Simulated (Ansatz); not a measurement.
**SnO2 (Cassiterite): converging the G0W0 gap**

How do accuracy and time trade against each other in G0W0 on SnO2 (Cassiterite)?

Method: G0W0 on PBE, plane waves, PAW, in Ansatz 0.2.0.

This is a report of a sequence of runs, with most program output left out.

**1. The starting structure**

The structure is tetragonal, space group P4_2/mnm (No. 136). The conventional cell has a = 4.738 Å, b = 4.738 Å, c = 3.187 Å, α = 90.00°, β = 90.00°, γ = 90.00°. Nearest to Sn lie 6 O at 2.05 to 2.06 Å. Nearest to O lie 3 Sn at 2.05 to 2.06 Å. Farther neighbours and most contacts between anions are not listed.

The cell and positions come from the Crystallography Open Database and are kept as given unless a step says otherwise.

**2. 187 empty bands, screening to 110 eV**

G0W0 replaces the xc potential by the self-energy, built once from these orbitals. Only a window of levels is corrected, while the sums run over the empty bands that the input names. This step takes hard PAW files.

Contents of input.yaml:

```yaml
crystal:
  lattice:
    - [4.738, 0.0, 0.0]
    - [0.0, 4.738, 0.0]
    - [0.0, 0.0, 3.1865]
  atoms:
    - { symbol: Sn, position: [0.0, 0.0, 0.0] }
    - { symbol: Sn, position: [0.5, 0.5, 0.5] }
    - { symbol: O, position: [0.3071, 0.3071, 0.0] }
    - { symbol: O, position: [0.1929, 0.8071, 0.5] }
    - { symbol: O, position: [0.6929, 0.6929, 0.0] }
    - { symbol: O, position: [0.8071, 0.1929, 0.5] }
kpoints:
  mp_grid: { grid: [4, 4, 6] }
hamiltonian:
  xc: pbe
  pseudopotentials: { kind: paw, source: ansatz }
scf:
  occupations: { method: fixed }
gw:
  n_empty_bands: 187
  ecut_chi: 110.0
  qp_bands: [v2, c2]
  qp_kpoints: band_edges
  screening: { model: contour_deformation }
```

Started as:

```
$ ansatz run input.yaml --threads 4 --pin off --max-ram 138240MiB --backend cuda --events-out ev --progress --plain --runs-dir out --devices 1 --max-vram 26GiB
```

The job ended after 41 s (1 × NVIDIA H100 80GB HBM3 (shared by 3 runs) with 4 threads of AMD EPYC 7R13 (Zen 3), shared host; peak memory 1.7 GiB; 36 s of CPU time).

This step gave:

| Item | Value |
| --- | --- |
| bands summed | 221 |
| RPA ε∞ on this mesh (eigenvalues) | 4.346, 4.346, 4.569 |
| plane waves in the screening matrix | 181 |
| q-points in the mesh | 96 |
| G0W0 gap on the mesh | 2.800 eV |
| k of the valence top | 0, 0, 0 |
| k of the conduction bottom | 0, 0, 0 |
| starting gap on the mesh | 1.287 eV |
| Z at the valence top | 0.7536 |
| Z at the conduction bottom | 0.8259 |
| least direct G0W0 gap on the computed points | 2.800 eV |

The gap on the mesh goes from 1.29 eV to 2.80 eV, a correction of +1.51 eV. Between the two edge states, bare exchange in place of the xc potential would open the gap by 10.16 eV, and correlation takes back 8.65 eV.

**3. 425 empty bands, screening to 190 eV**

Another rung: the empty bands reach about as high as the screening cutoff, so the two stay in balance.

input.yaml, as its differences from that of step 2:

```diff
@@ -20,4 +20,4 @@
 gw:
-  n_empty_bands: 187
-  ecut_chi: 110.0
+  n_empty_bands: 425
+  ecut_chi: 190.0
   qp_bands: [v2, c2]
```

It took 64 s on 1 × NVIDIA H100 80GB HBM3 (shared by 3 runs) with 4 threads; peak memory 2.8 GiB.

This step gave:

```
bands summed                                 : 459
RPA ε∞ on this mesh (eigenvalues)            : 4.312, 4.312, 4.537
plane waves in the screening matrix          : 439
q-points in the mesh                         : 96
G0W0 gap on the mesh                         : 2.937 eV
k of the valence top                         : 0, 0, 0
k of the conduction bottom                   : 0, 0, 0
starting gap on the mesh                     : 1.287 eV
Z at the valence top                         : 0.7502
Z at the conduction bottom                   : 0.8223
least direct G0W0 gap on the computed points : 2.937 eV
```

Against the run with 4×4×6 mesh, 187 empty bands, screening to 110 eV, hard PAW files, the gap moves by +0.14 eV.

**4. 720 empty bands, screening to 270 eV**

input.yaml, as its differences from that of step 3:

```diff
@@ -20,4 +20,4 @@
 gw:
-  n_empty_bands: 425
-  ecut_chi: 190.0
+  n_empty_bands: 720
+  ecut_chi: 270.0
   qp_bands: [v2, c2]
```

Run time: 2 min. Hardware: 1 × NVIDIA H100 80GB HBM3 (shared by 3 runs) with 4 threads; peak memory 5 GiB.

This step gave:

* bands summed: 754
* RPA ε∞ on this mesh (eigenvalues): 4.301, 4.301, 4.524
* plane waves in the screening matrix: 729
* G0W0 gap on the mesh: 2.989 eV
* k of the valence top: 0, 0, 0
* k of the conduction bottom: 0, 0, 0
* starting gap on the mesh: 1.287 eV
* least direct G0W0 gap on the computed points: 2.989 eV

Against the run with 4×4×6 mesh, 425 empty bands, screening to 190 eV, hard PAW files, the gap moves by +0.05 eV.

**5. 1203 empty bands, screening to 380 eV**

input.yaml, as its differences from that of step 4:

```diff
@@ -20,4 +20,4 @@
 gw:
-  n_empty_bands: 720
-  ecut_chi: 270.0
+  n_empty_bands: 1203
+  ecut_chi: 380
   qp_bands: [v2, c2]
```

The job ended after 3.9 min (1 × NVIDIA H100 80GB HBM3 (shared by 3 runs) with 4 threads; peak memory 10 GiB).

Numbers from this step:

| Quantity | Value |
| --- | --- |
| bands summed | 1237 |
| RPA ε∞ on this mesh (eigenvalues) | 4.296, 4.296, 4.518 |
| plane waves in the screening matrix | 1195 |
| G0W0 gap on the mesh | 3.038 eV |
| k of the valence top | 0, 0, 0 |
| k of the conduction bottom | 0, 0, 0 |
| starting gap on the mesh | 1.287 eV |
| least direct G0W0 gap on the computed points | 3.038 eV |

Against the run with 4×4×6 mesh, 720 empty bands, screening to 270 eV, hard PAW files, the gap moves by +0.05 eV.

**6. Changing the k mesh: 6×6×8 mesh, 187 empty bands, screening to 110 eV, hard PAW files**

Only the mesh changes. It samples the long-range screening, which converges on its own terms. Bands and cutoff differ from the step before, so it is read against an earlier run that matches them.

input.yaml, as its differences from that of step 5:

```diff
@@ -13,3 +13,3 @@
 kpoints:
-  mp_grid: { grid: [4, 4, 6] }
+  mp_grid: { grid: [6, 6, 8] }
 hamiltonian:
@@ -20,4 +20,4 @@
 gw:
-  n_empty_bands: 1203
-  ecut_chi: 380
+  n_empty_bands: 187
+  ecut_chi: 110.0
   qp_bands: [v2, c2]
```

Elapsed: 2 min, on 1 × NVIDIA H100 80GB HBM3 (shared by 3 runs) with 4 threads; peak memory 2.5 GiB; 2.1 min of CPU time.

This step gave:

```yaml
bands_summed: 221
rpa_eps_infinity_on_this_mesh_eigenvalues: 4.219, 4.219, 4.520
plane_waves_in_the_screening_matrix: 181
g0w0_gap_on_the_mesh: 2.801 eV
k_of_the_valence_top: 0, 0, 0
k_of_the_conduction_bottom: 0, 0, 0
starting_gap_on_the_mesh: 1.287 eV
least_direct_g0w0_gap_on_the_computed_points: 2.801 eV
```

Against the run with 4×4×6 mesh, 187 empty bands, screening to 110 eV, hard PAW files, the gap moves by +0.001 eV.

**7. Convergence and cost**

Times are wall times on 1 × NVIDIA H100 80GB HBM3 (shared by 3 runs) with 4 threads of AMD EPYC 7R13 (Zen 3), shared host. The host was busy with other work, so they are no guide to cost.

```tsv
mesh	files	frequency	bands summed	cutoff (eV)	start (eV)	G0W0 (eV)	time	host memory (GiB)
4×4×6	hard PAW	contour deformation	221	110	1.287	2.800	41 s	1.7
4×4×6	hard PAW	contour deformation	459	190	1.287	2.937	64 s	2.8
4×4×6	hard PAW	contour deformation	754	270	1.287	2.989	2 min	5.0
4×4×6	hard PAW	contour deformation	1237	380	1.287	3.038	3.9 min	10
6×6×8	hard PAW	contour deformation	221	110	1.287	2.801	2 min	2.5
```

How the two edges are built up, in eV (the quasiparticle level is the starting level plus Σx plus Σc less Vxc):

```tsv
run	edge	start	Σx	Σc	Vxc	Z	QP
221 bands	valence top	11.13	-27.19	5.32	-21.14	0.75	10.41
221 bands	conduction bottom	12.42	-14.47	-3.33	-18.59	0.83	13.21
459 bands	valence top	11.13	-27.19	5.01	-21.14	0.75	10.10
459 bands	conduction bottom	12.42	-14.47	-3.50	-18.59	0.82	13.04
754 bands	valence top	11.13	-27.19	4.83	-21.14	0.75	9.92
754 bands	conduction bottom	12.42	-14.47	-3.63	-18.59	0.82	12.91
1237 bands	valence top	11.13	-27.19	4.69	-21.14	0.75	9.78
1237 bands	conduction bottom	12.42	-14.47	-3.72	-18.59	0.82	12.82
```

**8. Outcome**

* 221 bands, 110 eV: 2.800 eV
* 459 bands, 190 eV: 2.937 eV
* 754 bands, 270 eV: 2.989 eV
* 1237 bands, 380 eV: 3.038 eV
* estimated limit in bands and cutoff: 3.11 eV
* mesh and start: 4×4×6, PBE

In words: A line in one over the bands through the two highest rungs gives 3.11 eV, +0.08 eV from the top rung; the pair below gives 3.07 eV, so the estimate is still climbing. The rungs stand 0.31 eV (221 bands), 0.18 eV (459 bands), 0.12 eV (754 bands) and 0.08 eV (1237 bands) from it. From 221 to 1237 bands the gap moves by +0.24 eV while the time grows 5.7-fold. Σc changes by −0.63 eV at the valence top and −0.39 eV at the conduction bottom, so the levels themselves move more than the gap between them. On the 6×6×8 mesh in place of 4×4×6 the gap differs by +0.001 eV, of which +0.0004 eV is already in the start. The cheapest rung within 0.1 eV of this estimate is that with 1237 bands (3.9 min). Gaps are over the mesh's points; an edge off the mesh would be missed. The many-body steps are scalar-relativistic: spin-orbit coupling is not in them.

[Paths, hosts, dates, memory and timing lines, banners, echoed tables and standing remarks are left out of the program output.]

[Logs are printed without paths, hosts, clocks, repeated set-up lines and the standing remarks that a program may print on its own settings, such as how far it seeks lower states.]

[Runs of the session that timed out or met a known fault of the program may be left out.]

[Cells called generated may have been cut or substituted from an entry of the Crystallography Open Database or the Materials Project.]

[Hosts, paths, dates, database ids (printed as entryN), source tags and the programs' standing remarks are cut or masked in the printed files.]
